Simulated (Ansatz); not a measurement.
**NaAgCl3 (cubic perovskite) (Pm-3m): how robust is the cRPA U?**

Aim: hold the target of a cRPA run on NaAgCl3 (cubic perovskite) (Pm-3m) and move one thing at a time.

Calculated with Ansatz 0.2.0; constrained RPA on PBE, plane waves, PAW.

Report form: the programs' logs are mostly left out.

The structure was built from a prototype and need not be the compound's stable phase.

### Step 1. The starting structure

Symmetry: Pm-3m, No. 221, cubic system. The conventional cell has a = 5.078 Å, b = 5.078 Å, c = 5.078 Å, α = 90.00°, β = 90.00°, γ = 90.00°. Nearest to Na lie 12 Cl at 3.59 Å. Ag has 6 Cl at 2.54 Å nearest. Cl has 2 Ag at 2.54 Å nearest. Farther neighbours and most contacts between anions are not listed.

The structure was relaxed with PBE. The structure type comes from a generator and need not be one that this composition takes. The structure was generated from a model, not taken from a measurement. The runs that relaxed it are not among those shown. The program's search for lower electronic states was switched off, so nothing shows that the state found is the lowest. The default PAW set here is soft_2. Its files were made with PBE.

### Step 2. Base: Ag d + anion p, bands v14 to v1, 4×4×4 mesh, medium accuracy

Constrained RPA screens the interaction with every transition except those inside the target bands, which a later many-body model would treat itself.

input.yaml

```yaml
crystal:
  lattice:
    - [0.0, -5.07840794, 0.0]
    - [0.0, 0.0, 5.07840794]
    - [-5.07840794, 0.0, 0.0]
  atoms:
    - { symbol: Na, position: [0.0, 0.0, 0.0] }
    - { symbol: Ag, position: [0.5, 0.5, 0.5] }
    - { symbol: Cl, position: [0.5, 0.5, 0.0] }
    - { symbol: Cl, position: [0.5, 0.0, 0.5] }
    - { symbol: Cl, position: [0.0, 0.5, 0.5] }
kpoints:
  mp_grid: { grid: [4, 4, 4] }
hamiltonian:
  xc: pbe
scf:
  occupations: { method: gaussian, width: 0.08 }
  n_extra_bands: 19
  max_iter: 150
  lower_state_search: "off"
output:
  crpa:
    kmesh: [4, 4, 4]
    target_bands: [v14, v1]
    projections: [{ species: Ag, l: d, shell: 4 }, { species: Cl, l: p, shell: 3 }]
  local_orbitals:
    kmesh: [8, 8, 8]
    orbitals: [{ species: Ag, l: d, shell: 4 }, { species: Cl, l: p, shell: 3 }]
    window: { bands: [v14, v1] }
    seedname: lo
```

Launch:

```sh
> ansatz run input.yaml --threads 4 --pin off --max-ram 9216MiB --backend cpu --events-out ev --progress --plain --runs-dir out
```

Run time: 7.7 min. Hardware: 4 threads of Arm Neoverse V2, shared host; peak memory 0.99 GiB.

This step gave:

| Quantity | Value |
| --- | --- |
| U | 7.586 eV |
| U prime (inter-orbital) | 6.446 eV |
| J | 0.5684 eV |
| bare V | 19.06 eV |
| bare J | 0.7307 eV |
| stated bound on U | 0.007673 eV |
| U over bare V | 0.3981 |
| electrons in the window | 27 |
| head of the constrained inverse dielectric matrix | 0.3828 |
| least eigenvalue of the projection's overlap | 0.7187 |
| target functions | 14 |
| bands in the sums | 50 |
| r.m.s. miss of the model bands | 3.69e-5 eV |
| width of the target bands | 6.305 eV |
| weight of the projected orbitals in the window | 0.9712 |

On the Ag d shell, screening brings the on-site interaction from 19.1 eV down to U = 7.59 eV.

### Step 3. Changed: 2×2×2 mesh

input.yaml, the sections that differ from step 2:

```yaml
output:
  crpa:
    kmesh: [2, 2, 2]
    target_bands: [v14, v1]
    projections: [{ species: Ag, l: d, shell: 4 }, { species: Cl, l: p, shell: 3 }]
# crystal, kpoints, hamiltonian, scf: as in step 2
```

The job ended after 32 s (4 threads; peak memory 0.84 GiB).

This step gave:

```yaml
u: 7.639 eV
u_prime_inter_orbital: 6.499 eV
j: 0.5685 eV
bare_v: 19.09 eV
bare_j: 0.7307 eV
stated_bound_on_u: 0.008158 eV
u_over_bare_v: 0.4001
electrons_in_the_window: 27.00
head_of_the_constrained_inverse_dielectric_matrix: 0.3748
least_eigenvalue_of_the_projection_s_overlap: 0.7187
target_functions: 14
bands_in_the_sums: 50
width_of_the_target_bands: 6.305 eV
weight_of_the_projected_orbitals_in_the_window: 0.9712
```

On the Ag d shell, screening brings the on-site interaction from 19.1 eV down to U = 7.64 eV.

### Step 4. Changed: smooth pair densities

Edit input.yaml of step 3 so:

```diff
@@ -22,4 +22,5 @@
   crpa:
-    kmesh: [2, 2, 2]
+    kmesh: [4, 4, 4]
     target_bands: [v14, v1]
     projections: [{ species: Ag, l: d, shell: 4 }, { species: Cl, l: p, shell: 3 }]
+    pair_densities: pseudo
```

The job ended after 6.9 min (4 threads; peak memory 0.89 GiB).

Numbers from this step:

```yaml
u: 7.646 eV
u_prime_inter_orbital: 6.437 eV
j: 0.6037 eV
bare_v: 19.06 eV
bare_j: 0.7307 eV
stated_bound_on_u: 0.002900 eV
u_over_bare_v: 0.4012
electrons_in_the_window: 27
head_of_the_constrained_inverse_dielectric_matrix: 0.3833
least_eigenvalue_of_the_projection_s_overlap: 0.7187
target_functions: 14
bands_in_the_sums: 50
width_of_the_target_bands: 6.305 eV
weight_of_the_projected_orbitals_in_the_window: 0.9712
```

On the Ag d shell, screening brings the on-site interaction from 19.1 eV down to U = 7.65 eV.

### Step 5. Changed: sums over states on smooth products

Edit input.yaml of step 4 so:

```diff
@@ -25,2 +25,5 @@
     projections: [{ species: Ag, l: d, shell: 4 }, { species: Cl, l: p, shell: 3 }]
+    accuracy: sum_over_states
     pair_densities: pseudo
+    n_empty_bands: 50
+    ecut_chi: 136
```

Run time: 17 s. Hardware: 4 threads; peak memory 0.74 GiB; 65 s of CPU time.

This variant gives U = 8.27 eV against 7.59 eV. It is a finite sum over empty states with no bound on its error and stays out of the table below.

### Step 6. Changed: a hybrid parent, which the program doesn't serve

This step: constrained RPA on HSE06, plane waves, PAW.

Edit input.yaml of step 5 so:

```diff
@@ -14,3 +14,3 @@
 hamiltonian:
-  xc: pbe
+  xc: hse06
 scf:
@@ -25,5 +25 @@
     projections: [{ species: Ag, l: d, shell: 4 }, { species: Cl, l: p, shell: 3 }]
-    accuracy: sum_over_states
-    pair_densities: pseudo
-    n_empty_bands: 50
-    ecut_chi: 136
```

The job ended after 0.02 s (4 threads; peak memory 0.031 GiB).

The input was rejected at the start.

The program's message: “Error: output.crpa with hamiltonian.xc: <hybrid> — the cRPA pass is not lent the exchange term, and with exact exchange the velocity is complete only between two filled bands or a filled and an empty …”

The fault put into this input: a hybrid parent, which the program doesn't serve.

### Step 7. Changed: volume +3 %

This step: constrained RPA on PBE, plane waves, PAW.

The cell differs from the one that the last finished run ended in (a 5.078 → 5.129 Å, b 5.078 → 5.129 Å, c 5.078 → 5.129 Å).

Edit input.yaml of step 6 so:

```diff
@@ -2,5 +2,5 @@
   lattice:
-    - [0.0, -5.07840794, 0.0]
-    - [0.0, 0.0, 5.07840794]
-    - [-5.07840794, 0.0, 0.0]
+    - [0.0, -5.128692477, 0.0]
+    - [0.0, 0.0, 5.128692477]
+    - [-5.128692477, 0.0, 0.0]
   atoms:
@@ -14,3 +14,3 @@
 hamiltonian:
-  xc: hse06
+  xc: pbe
 scf:
@@ -25 +25,6 @@
     projections: [{ species: Ag, l: d, shell: 4 }, { species: Cl, l: p, shell: 3 }]
+  local_orbitals:
+    kmesh: [8, 8, 8]
+    orbitals: [{ species: Ag, l: d, shell: 4 }, { species: Cl, l: p, shell: 3 }]
+    window: { bands: [v14, v1] }
+    seedname: lo
```

Elapsed: 6.9 min, on 4 threads; peak memory 1 GiB.

Numbers from this step:

- U: 7.639 eV
- U prime (inter-orbital): 6.498 eV
- J: 0.5693 eV
- bare V: 19.07 eV
- bare J: 0.7316 eV
- stated bound on U: 0.007763 eV
- U over bare V: 0.4005
- electrons in the window: 27.00
- head of the constrained inverse dielectric matrix: 0.3872
- least eigenvalue of the projection's overlap: 0.7191
- target functions: 14
- bands in the sums: 50
- r.m.s. miss of the model bands: 3.89e-5 eV
- width of the target bands: 6.032 eV
- weight of the projected orbitals in the window: 0.9717

On the Ag d shell, screening brings the on-site interaction from 19.1 eV down to U = 7.64 eV.

### Step 8. Side by side

Times are wall times on 4 threads of Arm Neoverse V2, shared host, good to a factor of about two.

```csv
run,bare V (eV),U (eV),J (eV),bound on U (eV),width (eV),time
target window,19.06,7.586,0.568,0.0077,6.31,7.7 min
2×2×2 mesh,19.09,7.639,0.569,0.0082,6.31,32 s
smooth pair densities,19.06,7.646,0.604,0.0029,6.31,6.9 min
volume +3 %,19.07,7.639,0.569,0.0078,6.03,6.9 min
```

### Step 9. Results

| Property | Result |
| --- | --- |
| target window | U 7.59 eV, J 0.57 eV |
| 2×2×2 mesh | U 7.64 eV, J 0.57 eV |
| smooth pair densities | U 7.65 eV, J 0.60 eV |
| volume +3 % | U 7.64 eV, J 0.57 eV |

**Reading.** 2×2×2 mesh moves U by +0.05 eV at 0.069 times the time. Smooth pair densities moves U by +0.06 eV. Volume +3 % moves U by +0.05 eV. The printed bound covers the solver alone, not the mesh, and no denser mesh than the base was run. The parent state is non-magnetic and the interaction static (zero frequency); U depends on the window and the orbitals, so it belongs to this model alone. A window that holds the anion p bands defines a model with explicit ligands; its U belongs to that model and is not the U of DFT+U.

[Paths, hosts, dates, memory and timing lines, banners, echoed tables and standing remarks are left out of the program output.]

[Logs are printed without paths, hosts, clocks, repeated set-up lines and the standing remarks that a program may print on its own settings, such as how far it seeks lower states.]

[Runs of the session that timed out or met a known fault of the program may be left out.]

[Hosts, paths, dates, database ids (printed as entryN), source tags and the programs' standing remarks are cut or masked in the printed files.]
